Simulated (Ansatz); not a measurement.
**Dielectric response of HfO2 (111) films**

How well do thin fluorite HfO2 (111) films screen a perpendicular field?

Method: plane-wave DFT, PBEsol, Ansatz PAW, in Ansatz 0.2.0.

### Step 1. The structure

The cell holds 6 atoms: 4 O and 2 Hf. Its edges and angles: a = 3.592 Å, b = 3.592 Å, c = 22.399 Å, α = 90.0°, β = 90.0°, γ = 120.0°. It derives from HfO2 (fluorite HfO2). Vacuum lies along c.

### Step 2. Relaxation, 6 atoms, units 2

The structure is relaxed first, because levels and dipoles at a surface follow the positions of the outer atoms.

Input file input.yaml:

```yaml
crystal:
  lattice:
    - [3.59210245, 0.0, 0.0]
    - [-1.79605122, 3.11085197, 0.0]
    - [0.0, 0.0, 22.3994090512]
  atoms:
    - { symbol: O, position: [0.66666667, 0.33333333, 0.4017963143] }
    - { symbol: Hf, position: [0.33333333, 0.66666667, 0.4345308762] }
    - { symbol: O, position: [0.0, 0.0, 0.4672654381] }
    - { symbol: O, position: [0.33333333, 0.66666667, 0.5327345619] }
    - { symbol: Hf, position: [0.0, 0.0, 0.5654691238] }
    - { symbol: O, position: [0.66666667, 0.33333333, 0.5982036857] }
kpoints:
  mp_grid: { grid: [12, 12, 1] }
hamiltonian:
  xc: pbesol
scf:
  occupations: { method: fixed }
  convergence: { dr2_threshold: 1.0e-09 }
efield:
  axis: 3
  dipole_correction: true
  ramp_position: 0.97
  ramp_width: 0.06
relax:
  f_tol: 0.003
  max_steps: 100
output:
  write_potential: true
  write_density: true
  volumetric_format: npy
```

Run with:

```console
ansatz run input.yaml --threads 4 --pin off --max-ram 16384MiB --backend cpu --events-out ev --progress --plain --runs-dir out
```

Numbers of over 12 decimals in the logs are rounded to 6 here.

The log of the run:

```text
Engine: ansatz 0.2.0, aarch64-unknown-linux-gnu
Pseudopotentials: kind: paw
Pseudopotential: O, paw, valence charge 6, recommended cutoff 420 eV (normal), O.paw.azcp
Pseudopotential: Hf, paw, valence charge 26, recommended cutoff 420 eV (normal), Hf.paw.azcp
Functional definition: PBEsol
  exchange = pbesol_x
  correlation = pbesol_c
Crystal: 6 atoms, lattice volume = 250.302 Å³
Basis set: ecut = 420 eV, 4803 PW (Γ), exchange–correlation on 50×50×300 points (8 copies of the dense FFT grid, shifted against one another)
Bands: 46, of which v1, the nominal top of the filled ones, is band 38 counted from 1 (37 counted from 0)
Symmetry: 6 space group operations
k-points: 19 of 144 (time reversal used)
Non-local potential: O, projectors of the file, l = 0: 2, l = 1: 2, l = 2: 1
Non-local potential: Hf, projectors of the file, l = 0: 3, l = 1: 2, l = 2: 2, l = 3: 3
PAW form: soft (Blöchl's): semilocal exchange-correlation on the pseudo side does not see the compensation charge
PAW frozen core: O, regenerated for the run's functional, and the local potential with it (the file was generated under x = pbe(κ = 0.804, μ = 0.219515), c = pbe(β = 0.066725))
PAW frozen core: Hf, regenerated for the run's functional, and the local potential with it (the file was generated under x = pbe(κ = 0.804, μ = 0.219515), c = pbe(β = 0.066725))
PAW one-centre angular grid: O, 110 points (default); XC on 64 Gauss nodes
PAW one-centre angular grid: Hf, 590 points (default); XC on 64 Gauss nodes
Initial density: superposition of atomic densities (neutral atoms: chi_scale 0, normalization atom), corrected by the library's trained network
Initial wavefunctions: pseudopotential atomic-orbital guess
Functional: x = pbesol(κ = 0.804, μ = 0.123457), c = pbesol(β = 0.046)
SCF iter   1: F=—  HF=-33448.546618 eV  |F-HF|=—  |Δ(HF+E_count)|=         —  Δρ=8.10e-3  dr2=1.38e-1  ethr=1.77e-3  p=0.000 e·Å  D=5.93e-14 V/Å  ΔV_dip=-0.00 eV  dr2_dipole=2.49e-8  V_vac-E_F(+/−)=6.26/6.26 eV  ⟨swp⟩=4.2  Hψ=3096  notcnv=0  defer=88
efield: sawtooth ramp at fractional position 0.9700 (set: `efield.ramp_position`, or a place that a band, a saddle search or an elastic batch's reference lends), width 0.0600; the density the first Hamiltonian is built on has a dipole p = 0.000 e·Å; the dipole correction subtracts the counter field D = 5.93e-14 V/Å, which shifts the + side's vacuum level by -0.00 eV against the − side's; the planar-averaged density in the ramp window peaks in size at 1.1e-5 e/Å³
preconditioner: auto → Resta (q_TF=auto, 2.237 Å⁻¹)  ε∞=2.3  [insulator: Δε(μ)=4.111 eV  Ē_g=17.248 eV  n_scr=56 (ndim 8)  ℏωp=19.9 eV  f_vac=0.693  ε∞_Penn≈2.3  vacuum switching on, ρ_ref=2.2e-2 e/Å³]
SCF iter   2: F=—  HF=-33448.523801 eV  |F-HF|=—  |Δ(HF+E_count)|=   2.28e-2  Δρ=3.45e-3  dr2=2.28e-2  ethr=1.82e-4  p=0.000 e·Å  D=4.45e-5 V/Å  ΔV_dip=-0.00 eV  dr2_dipole=3.11e-8  V_vac-E_F(+/−)=6.58/6.58 eV  ⟨swp⟩=2.4  Hψ=1643  notcnv=0  defer=114
density mixer auto → msr1: gapped (density of states about μ 0.00 of a free-electron gas's, 56 screened modes)
SCF iter   3: F=—  HF=-33448.518918 eV  |F-HF|=—  |Δ(HF+E_count)|=   4.88e-3  Δρ=8.09e-4  dr2=1.03e-3  ethr=2.99e-5  p=0.000 e·Å  D=1.30e-5 V/Å  ΔV_dip=-0.00 eV  dr2_dipole=1.02e-9  V_vac-E_F(+/−)=6.50/6.50 eV  ⟨swp⟩=2.3  Hψ=1458  notcnv=0  defer=114
SCF iter   4: F=—  HF=-33448.519366 eV  |F-HF|=—  |Δ(HF+E_count)|=   4.48e-4  Δρ=3.47e-4  dr2=2.41e-4  ethr=1.35e-6  p=-0.000 e·Å  D=-3.23e-6 V/Å  ΔV_dip=0.00 eV  dr2_dipole=4.70e-11  V_vac-E_F(+/−)=6.51/6.51 eV  ⟨swp⟩=3.1  Hψ=1596  notcnv=0  defer=114
SCF iter   5: F=—  HF=-33448.519355 eV  |F-HF|=—  |Δ(HF+E_count)|=   1.15e-5  Δρ=1.19e-4  dr2=2.33e-5  ethr=3.18e-7  p=-0.000 e·Å  D=-3.09e-6 V/Å  ΔV_dip=0.00 eV  dr2_dipole=9.35e-11  V_vac-E_F(+/−)=6.51/6.51 eV  ⟨swp⟩=2.0  Hψ=1520  notcnv=0  defer=88
SCF iter   6: F=—  HF=-33448.519356 eV  |F-HF|=—  |Δ(HF+E_count)|=   1.72e-6  Δρ=5.26e-5  dr2=5.15e-6  ethr=3.06e-8  p=-0.000 e·Å  D=-2.21e-7 V/Å  ΔV_dip=0.00 eV  dr2_dipole=2.24e-12  V_vac-E_F(+/−)=6.51/6.51 eV  ⟨swp⟩=2.8  Hψ=1435  notcnv=0  defer=69
SCF iter   7: F=—  HF=-33448.519402 eV  |F-HF|=—  |Δ(HF+E_count)|=   4.56e-5  Δρ=1.74e-5  dr2=6.71e-7  ethr=6.78e-9  p=-0.000 e·Å  D=-9.22e-9 V/Å  ΔV_dip=0.00 eV  dr2_dipole=1.25e-13  V_vac-E_F(+/−)=6.51/6.51 eV  ⟨swp⟩=2.2  Hψ=1405  notcnv=0  defer=59
SCF iter   8: F=—  HF=-33448.519402 eV  |F-HF|=—  |Δ(HF+E_count)|=   1.97e-7  Δρ=2.94e-6  dr2=2.04e-8  ethr=8.82e-10  p=-0.000 e·Å  D=-3.37e-8 V/Å  ΔV_dip=0.00 eV  dr2_dipole=8.55e-15  V_vac-E_F(+/−)=6.51/6.51 eV  ⟨swp⟩=2.0  Hψ=1406  notcnv=0  defer=59
SCF iter   9: F=—  HF=-33448.519402 eV  |F-HF|=—  |Δ(HF+E_count)|=   3.06e-8  Δρ=1.20e-6  dr2=2.29e-9  ethr=2.69e-11  p=-0.000 e·Å  D=-2.41e-8 V/Å  ΔV_dip=0.00 eV  dr2_dipole=2.00e-13  V_vac-E_F(+/−)=6.51/6.51 eV  ⟨swp⟩=3.0  Hψ=1621  notcnv=0  defer=59
SCF iter  10: F=-33448.519402 eV  HF=-33448.519402 eV  |F-HF|=1.46e-11  |Δ(HF+E_count)|=   1.99e-9  Δρ=3.89e-7  dr2=3.40e-10  ethr=1.32e-12  p=0.000 e·Å  D=2.05e-7 V/Å  ΔV_dip=-0.00 eV  dr2_dipole=2.47e-12  V_vac-E_F(+/−)=6.51/6.51 eV  ⟨swp⟩=8.7  Hψ=5714  notcnv=0
SCF 1 converged in 10 iterations: F = -33448.519402 eV  dr2 = 3.40e-10
  greatest PAW one-centre occupation: 0.999 electrons in one spin orbital (limit 2), on the Hf atom at site 1 (counted from 0), in its partial waves of l = 3
relax step   1: F+E_penalty+E_count = -33448.51940207 eV  Δ(F+E_penalty+E_count) = +0.000e0 eV  max|allowed force component| = 1.363e0 eV/Å  Δτ_max = 0.0000 Å  (10 SCF iters, accepted)
Initial density: handed on by an earlier stage of this run
Initial wavefunctions: those handed on with the density
iter 1 solved again at ethr=7.72e-5 eV; its pass at ethr=3.10e-3 eV (dr2=5.87e-2 eV) is discarded
SCF iter   1: F=—  HF=-33448.650441 eV  |F-HF|=—  |Δ(HF+E_count)|=         —  Δρ=4.30e-3  dr2=5.91e-2  ethr=7.72e-5  p=0.000 e·Å  D=2.05e-7 V/Å  ΔV_dip=-0.00 eV  dr2_dipole=1.24e-11  V_vac-E_F(+/−)=6.59/6.59 eV  ⟨swp⟩=2.0  Hψ=2957  notcnv=0  defer=112
efield: sawtooth ramp at fractional position 0.9700 (set: `efield.ramp_position`, or a place that a band, a saddle search or an elastic batch's reference lends), width 0.0600; the density the first Hamiltonian is built on has a dipole p = 0.000 e·Å; the dipole correction subtracts the counter field D = 2.05e-7 V/Å, which shifts the + side's vacuum level by -0.00 eV against the − side's; the planar-averaged density in the ramp window peaks in size at 2.5e-6 e/Å³
[...]
SCF iter   9: F=-33448.660275 eV  HF=-33448.660275 eV  |F-HF|=3.35e-10  |Δ(HF+E_count)|=   5.14e-9  Δρ=6.47e-7  dr2=8.44e-10  ethr=1.32e-12  p=-0.000 e·Å  D=-1.77e-9 V/Å  ΔV_dip=0.00 eV  dr2_dipole=1.15e-12  V_vac-E_F(+/−)=6.80/6.80 eV  ⟨swp⟩=7.4  Hψ=6526  notcnv=0
SCF 3 converged in 9 iterations: F = -33448.660275 eV  dr2 = 8.44e-10
relax step   3: F+E_penalty+E_count = -33448.66027490 eV  Δ(F+E_penalty+E_count) = -2.715e-2 eV  max|allowed force component| = 6.925e-2 eV/Å  Δτ_max = 0.0426 Å  (9 SCF iters, accepted)
SCF iter   1: F=—  HF=-33448.661018 eV  |F-HF|=—  |Δ(HF+E_count)|=         —  Δρ=3.45e-4  dr2=9.72e-4  ethr=9.07e-6  p=-0.000 e·Å  D=-1.77e-9 V/Å  ΔV_dip=0.00 eV  dr2_dipole=5.35e-13  V_vac-E_F(+/−)=6.80/6.80 eV  ⟨swp⟩=2.6  Hψ=1497  notcnv=0  defer=113
efield: sawtooth ramp at fractional position 0.9700 (set: `efield.ramp_position`, or a place that a band, a saddle search or an elastic batch's reference lends), width 0.0600; the density the first Hamiltonian is built on has a dipole p = -0.000 e·Å; the dipole correction subtracts the counter field D = -1.77e-9 V/Å, which shifts the + side's vacuum level by +0.00 eV against the − side's; the planar-averaged density in the ramp window peaks in size at 1.7e-6 e/Å³
preconditioner: auto → Resta (q_TF=auto, 2.237 Å⁻¹)  ε∞=2.3  [insulator: Δε(μ)=4.404 eV  Ē_g=17.495 eV  n_scr=56 (ndim 8)  ℏωp=19.9 eV  f_vac=0.698  ε∞_Penn≈2.3  vacuum switching on, ρ_ref=2.2e-2 e/Å³]
SCF iter   2: F=—  HF=-33448.660759 eV  |F-HF|=—  |Δ(HF+E_count)|=   2.59e-4  Δρ=2.28e-4  dr2=1.16e-4  ethr=1.28e-6  p=-0.000 e·Å  D=-3.17e-7 V/Å  ΔV_dip=0.00 eV  dr2_dipole=1.14e-12  V_vac-E_F(+/−)=6.77/6.77 eV  ⟨swp⟩=2.0  Hψ=1293  notcnv=0  defer=113  κ⁻¹=1.0e0(r=1)
density mixer auto → broyden: gapped, where msr1 would fit the directions that read negative (density of states about μ 0.00 of a free-electron gas's, 56 screened modes)
SCF iter   3: F=—  HF=-33448.660729 eV  |F-HF|=—  |Δ(HF+E_count)|=   2.94e-5  Δρ=1.14e-4  dr2=4.07e-5  ethr=1.53e-7  p=-0.000 e·Å  D=-5.48e-8 V/Å  ΔV_dip=0.00 eV  dr2_dipole=5.93e-13  V_vac-E_F(+/−)=6.77/6.77 eV  ⟨swp⟩=2.0  Hψ=1406  notcnv=0  defer=89  κ⁻¹=1.4e-1(r=2)
SCF iter   4: F=—  HF=-33448.660720 eV  |F-HF|=—  |Δ(HF+E_count)|=   8.99e-6  Δρ=2.96e-5  dr2=1.51e-6  ethr=5.36e-8  p=-0.000 e·Å  D=-1.95e-7 V/Å  ΔV_dip=0.00 eV  dr2_dipole=1.18e-13  V_vac-E_F(+/−)=6.76/6.76 eV  ⟨swp⟩=2.0  Hψ=1053  notcnv=0  defer=83  κ⁻¹=5.6e-3(r=3)
SCF iter   5: F=—  HF=-33448.660766 eV  |F-HF|=—  |Δ(HF+E_count)|=   4.60e-5  Δρ=1.24e-5  dr2=1.68e-7  ethr=1.98e-9  p=-0.000 e·Å  D=-1.01e-7 V/Å  ΔV_dip=0.00 eV  dr2_dipole=7.79e-14  V_vac-E_F(+/−)=6.76/6.76 eV  ⟨swp⟩=2.2  Hψ=1529  notcnv=0  defer=82  κ⁻¹=7.1e-4(r=4)
SCF iter   6: F=—  HF=-33448.660766 eV  |F-HF|=—  |Δ(HF+E_count)|=   7.25e-8  Δρ=5.54e-6  dr2=3.49e-8  ethr=2.21e-10  p=-0.000 e·Å  D=-1.63e-7 V/Å  ΔV_dip=0.00 eV  dr2_dipole=3.84e-14  V_vac-E_F(+/−)=6.76/6.76 eV  ⟨swp⟩=2.0  Hψ=1548  notcnv=0  defer=82  κ⁻¹=4.2e-5(r=5)
SCF iter   7: F=—  HF=-33448.660766 eV  |F-HF|=—  |Δ(HF+E_count)|=   2.50e-8  Δρ=8.38e-7  dr2=1.19e-9  ethr=4.59e-11  p=-0.000 e·Å  D=-8.67e-8 V/Å  ΔV_dip=0.00 eV  dr2_dipole=5.29e-14  V_vac-E_F(+/−)=6.76/6.76 eV  ⟨swp⟩=2.2  Hψ=1523  notcnv=0  defer=82  κ⁻¹=2.7e-6(r=6)
SCF iter   8: F=-33448.660766 eV  HF=-33448.660766 eV  |F-HF|=2.98e-10  |Δ(HF+E_count)|=  7.20e-10  Δρ=4.59e-7  dr2=3.17e-10  ethr=1.32e-12  p=-0.000 e·Å  D=-1.54e-7 V/Å  ΔV_dip=0.00 eV  dr2_dipole=3.09e-14  V_vac-E_F(+/−)=6.76/6.76 eV  ⟨swp⟩=9.1  Hψ=5879  notcnv=0
SCF 4 converged in 8 iterations: F = -33448.660766 eV  dr2 = 3.17e-10
  greatest PAW one-centre occupation: 0.999 electrons in one spin orbital (limit 2), on the Hf atom at site 4 (counted from 0), in its partial waves of l = 3
relax step   4: F+E_penalty+E_count = -33448.66076617 eV  Δ(F+E_penalty+E_count) = -4.913e-4 eV  max|allowed force component| = 2.570e-3 eV/Å  Δτ_max = 0.0051 Å  (8 SCF iters, accepted)
NSCF: frozen V_eff on 19 k-points
the band table was solved once a step of the walk had ended and its energy, with any forces and stress, was formed, with the checks that follow a solve (4871 applications of the Hamiltonian). They found nothing against the state; the energy, forces and stress were not computed again (output.eigenvalues in the input reference)
WARN: The output density's exchange-correlation potential varies sharply where the density is thin. Do not read a vacuum level from v_tot or v_xc, or from such a field of the output density. On a cell that repeats whose density bears no net charge and no dipole along the vacuum's axis use v_es (v_loc + v_h of the components); under efield.dipole_correction with no amplitude use v_es + v_field, which holds any externa [...]
SCF converged after 8 iterations
Stability not checked: this state was not tested for a lower state beside it, because the mixer in use, unlike msr1, does not test its closes by its own steps (another_mixer; see scf.mixing.algorithm and scf.lower_state_search)
Free energy (F): -33448.660766 eV
Harris-Foulkes:  -33448.660766 eV  (|F-HF|=2.98e-10)
Internal energy: -33448.660766 eV  (E = F + TS)
E sigma→0 (E₀):  -33448.660766 eV
Fermi energy:    -0.951900 eV
Dipole field:    D = 0.000000 V/Å  (p = 0.000000 e·Å, saw-weighted, corrected)
Work function:   Φ+ = 6.7604 eV   Φ− = 6.7604 eV
Levels:          The Fermi level and band energies are counted from a zero that moves with the ramp; work functions are not
--- Per-component energies (eV) ---
  E_band       = -1149.505850
  E_kinetic    = 1532.969247
  E_local      = -113939.317884  (includes V_loc(G=0)·N_el)
  E_nonlocal   = -2282.816791
  E_hartree    = 55867.619356
  E_xc         = -883.500969
  E_vxc        = -901.664769  (∫ρ·V_xc dr)
  E_paw        = -14220.207358  (= ΣΔE_a)
  E_vpaw       = 2706.076558  (= ΣTr[D̂ρ^β])
  E_aug_tail   = 0.009844  (compensation charges beyond the density's cutoff)
  E_efield     = 0.000000  (sawtooth field / dipole correction)
  E_vefield    = 0.000000  (∫n·V_field dr)
  E_ewald      = 40473.940455
  E_core_change = 2.643335  (= ΣΔE_core)
  E_smearing   = -0.000000  (= −TS)
  E_closure    = 0.000000  (closes the sum)
  Σ components = -33448.660766   (vs F -33448.660766, Δ=0.00e0)
--- Forces (eV/Å), atoms counted from 1 ---
  atom   1  O     -0.00000000    -0.00000000     0.00039481
  atom   2  Hf    -0.00000000    -0.00000000     0.00257029
  atom   3  O     -0.00000000     0.00000000    -0.00005498
  atom   4  O      0.00000000     0.00000000     0.00004970
  atom   5  Hf     0.00000000     0.00000000    -0.00256317
  atom   6  O      0.00000000     0.00000000    -0.00039684
  max |Σ_I F_I| component: 1.96e-7 eV/Å
--- Band table (eV; the first three rows and the last of 19) ---
  k-point 0: bands = [... 34 lower, -1.8093, -1.8093, -1.3396, -1.3396, 3.4556, 3.4556, 3.8994, 3.9555, ... 4 higher]
  k-point 1: bands = [... 34 lower, -1.9467, -1.7219, -1.3602, -1.3094, 3.4648, 3.5070, 3.8970, 4.0564, ... 4 higher]
  k-point 2: bands = [... 34 lower, -2.0118, -1.5345, -1.3823, -1.3356, 3.5442, 3.6750, 3.9069, 4.2762, ... 4 higher]
  k-point 18: bands = [... 34 lower, -1.7800, -1.6254, -1.6254, -1.2536, 4.0441, 4.1181, 4.1181, 4.7472, ... 4 higher]
--- Relaxed structure (4 steps of the walk, 4 accepted, 0 SCFs on fresh bases) ---
  F+E_penalty+E_count = -33448.66076617 eV   max|allowed force component| = 2.570e-3 eV/Å
  atoms:
    - { symbol: O, position: [0.666667, 0.333333, 0.403709] }
    - { symbol: Hf, position: [0.333333, 0.666667, 0.437638] }
    - { symbol: O, position: [-6.2705104735631475e-19, 0, 0.469983] }
    - { symbol: O, position: [0.333333, 0.666667, 0.530017] }
    - { symbol: Hf, position: [7.169776173062528e-19, 0, 0.562362] }
    - { symbol: O, position: [0.666667, 0.333333, 0.596291] }
```

Elapsed: 17 s, on 4 threads of Arm Neoverse V2, shared host; peak memory 0.63 GiB; 65 s of CPU time.

The steps of the relaxation:

| step | energy less that of the first step (eV) | largest force component (eV/Å) |
| --- | --- | --- |
| 1 | 0.0000 | 1.3627 |
| 2 | -0.1137 | 0.4321 |
| 3 | -0.1409 | 0.0693 |
| 4 | -0.1414 | 0.0026 |

Forces are held to the 6 operations that the run works with; a distortion that breaks them can't arise in this run.

The atoms that moved most (Å):

| atom | dx | dy | dz | length |
| --- | --- | --- | --- | --- |
| Hf5 | 0.000 | 0.000 | -0.070 | 0.070 |
| Hf2 | 0.000 | 0.000 | 0.070 | 0.070 |
| O3 | 0.000 | 0.000 | 0.061 | 0.061 |
| O4 | 0.000 | 0.000 | -0.061 | 0.061 |
| O1 | 0.000 | 0.000 | 0.043 | 0.043 |
| O6 | 0.000 | 0.000 | -0.043 | 0.043 |

The relaxed structure:

```xyz
6
Lattice="3.5921 0.0000 0.0000 -1.7961 3.1109 0.0000 0.0000 0.0000 22.3994" Properties=species:S:1:pos:R:3
O     1.7961    1.0370    9.0428
Hf    0.0000    2.0739    9.8028
O     0.0000    0.0000   10.5273
O     0.0000    2.0739   11.8721
Hf    0.0000    0.0000   12.5966
O     1.7961    1.0370   13.3566
```

This step gave:

```yaml
gap_on_the_k_mesh: 4.408 eV
dipole_along_the_normal: 8.01e-8 e·Å
ionisation_energy_upper_face: 6.760 eV
electron_affinity_upper_face: 2.353 eV
```

Running mean over 2.933 Å of the planar mean; the ramp of the sawtooth is left out. Table of electron's electrostatic potential energy less the highest filled level by z:

| z (Å) | electron's electrostatic potential energy less the highest filled level (eV) |
| --- | --- |
| 3 | 6.76 |
| 4 | 6.76 |
| 5 | 6.76 |
| 6 | 6.74 |
| 7 | 6.39 |
| 8 | 2.37 |
| 9 | -3.22 |
| 10 | -5.72 |
| 11 | -6.31 |
| 12 | -6.08 |
| 13 | -4.84 |
| 14 | 0.172 |
| 15 | 5.39 |
| 16 | 6.71 |
| 17 | 6.76 |
| 18 | 6.76 |
| 19 | 6.76 |

The relaxation took 4 steps and lowered the energy by 0.14 eV; the largest force on the free atoms ends at 0.0026 eV/Å.

The gap is 4.41 eV, with the valence edge 6.76 eV and the conduction edge 2.35 eV under the upper vacuum level.

### Step 3. The relaxed film, single point, 6 atoms, units 2

The film was relaxed beforehand; a single point on the relaxed positions gives its levels and potential.

input.yaml, the sections that differ from step 2:

```yaml
crystal:
  lattice:
    - [3.5921024473, -2.9e-09, 0.0]
    - [-1.7960512211, 3.1108519738, 0.0]
    - [0.0, 0.0, 22.3994090512]
  atoms:
    - { symbol: O, position: [0.6666666667, 0.3333333333, 0.403709159] }
    - { symbol: Hf, position: [0.3333333333, 0.6666666667, 0.4376377814] }
    - { symbol: O, position: [0.0, 0.0, 0.4699826661] }
    - { symbol: O, position: [0.3333333333, 0.6666666667, 0.530017337] }
    - { symbol: Hf, position: [0.0, 0.0, 0.5623622131] }
    - { symbol: O, position: [0.6666666667, 0.3333333333, 0.5962908436] }
output:
  eigenvalues: true
  write_potential: true
  write_density: true
  volumetric_format: npy
# kpoints, hamiltonian, scf, efield: as in step 2
# relax: removed
```

The log of the run:

```text
[...]
Crystal: 6 atoms, lattice volume = 250.302 Å³
Basis set: ecut = 420 eV, 4803 PW (Γ)
Bands: 46, of which v1, the nominal top of the filled ones, is band 38 counted from 1 (37 counted from 0)
Symmetry: 6 space group operations
k-points: 19 of 144 (time reversal used)
[...]
SCF iter   1: F=—  HF=-33448.687648 eV  |F-HF|=—  |Δ(HF+E_count)|=         —  Δρ=8.11e-3  dr2=1.34e-1  ethr=1.77e-3  p=-0.000 e·Å  D=-1.23e-7 V/Å  ΔV_dip=0.00 eV  dr2_dipole=1.97e-8  V_vac-E_F(+/−)=6.51/6.51 eV  ⟨swp⟩=4.6  Hψ=3167  notcnv=0  defer=97
[...]
SCF iter  10: F=-33448.660942 eV  HF=-33448.660942 eV  |F-HF|=4.37e-10  |Δ(HF+E_count)|=  5.89e-10  Δρ=4.05e-7  dr2=3.89e-10  ethr=1.32e-12  p=-0.000 e·Å  D=-4.00e-7 V/Å  ΔV_dip=0.00 eV  dr2_dipole=9.67e-18  V_vac-E_F(+/−)=6.76/6.76 eV  ⟨swp⟩=3.0  Hψ=2134  notcnv=0
SCF 1 converged in 10 iterations: F = -33448.660942 eV  dr2 = 3.89e-10
[...]
SCF converged after 10 iterations
Free energy (F): -33448.660942 eV
[...]
Internal energy: -33448.660942 eV  (E = F + TS)
E sigma→0 (E₀):  -33448.660942 eV
Fermi energy:    -0.951892 eV
Dipole field:    D = -0.000000 V/Å  (p = -0.000001 e·Å, saw-weighted, corrected)
Work function:   Φ+ = 6.7604 eV   Φ− = 6.7604 eV
[...]
--- Band table (eV; the first three rows and the last of 19) ---
  k-point 0: bands = [... 34 lower, -1.8093, -1.8093, -1.3396, -1.3396, 3.4556, 3.4556, 3.8993, 3.9555, ... 4 higher]
  k-point 1: bands = [... 34 lower, -1.9466, -1.7219, -1.3602, -1.3094, 3.4648, 3.5070, 3.8969, 4.0564, ... 4 higher]
  k-point 2: bands = [... 34 lower, -2.0118, -1.5345, -1.3823, -1.3356, 3.5442, 3.6750, 3.9069, 4.2762, ... 4 higher]
  k-point 18: bands = [... 34 lower, -1.7800, -1.6254, -1.6254, -1.2536, 4.0441, 4.1181, 4.1181, 4.7472, ... 4 higher]
```

Run time: 6.3 s. Hardware: 4 threads; peak memory 0.65 GiB.

In the SCF lines HF is the Harris–Foulkes energy and dr2 the Hartree energy of the density residual, in eV; the loop may stop once dr2 is under the threshold and the program's other checks hold. Hψ counts applications of the Hamiltonian.

This step gave:

```yaml
dipole_along_the_normal: -5.59e-7 e·Å
```

Running mean over 2.933 Å of the planar mean; the ramp of the sawtooth is left out. Table of electron's electrostatic potential energy less the highest filled level by z:

| z (Å) | electron's electrostatic potential energy less the highest filled level (eV) |
| --- | --- |
| 2.99 | 6.76 |
| 3.43 | 6.76 |
| 3.88 | 6.76 |
| 4.33 | 6.76 |
| 4.78 | 6.76 |
| 5.23 | 6.76 |
| 5.67 | 6.75 |
| 6.12 | 6.74 |
| 6.57 | 6.67 |
| 7.02 | 6.37 |
| 7.47 | 5.15 |
| 7.91 | 2.86 |
| 8.36 | 0.375 |
| 8.81 | -2.17 |
| 9.26 | -4.39 |
| 9.71 | -5.43 |
| 10.15 | -5.87 |
| 10.60 | -6.24 |
| 11.05 | -6.31 |
| 11.35 | -6.31 |
| 11.80 | -6.24 |
| 12.24 | -5.87 |
| 12.69 | -5.43 |
| 13.14 | -4.39 |
| 13.59 | -2.17 |
| 14.04 | 0.375 |
| 14.48 | 2.86 |
| 14.93 | 5.15 |
| 15.38 | 6.37 |
| 15.83 | 6.67 |
| 16.28 | 6.74 |
| 16.72 | 6.75 |
| 17.17 | 6.76 |
| 17.62 | 6.76 |
| 18.07 | 6.76 |
| 18.52 | 6.76 |
| 18.96 | 6.76 |
| 19.41 | 6.76 |

The gap is 4.41 eV, with the valence edge 6.76 eV and the conduction edge 2.35 eV under the upper vacuum level.

(Continued in part 2 of 5.)

[Logs are printed without paths, hosts, clocks, repeated set-up lines and the standing remarks that a program may print on its own settings, such as how far it seeks lower states.]

[Hosts, paths, dates, database ids (printed as entryN), source tags and the programs' standing remarks are cut or masked in the printed files.]

[Maps of the electrostatic potential energy from Ansatz leave out the sawtooth potential of an applied field or a dipole correction, so their vacuum need not be flat; planar profiles and work functions include it.]
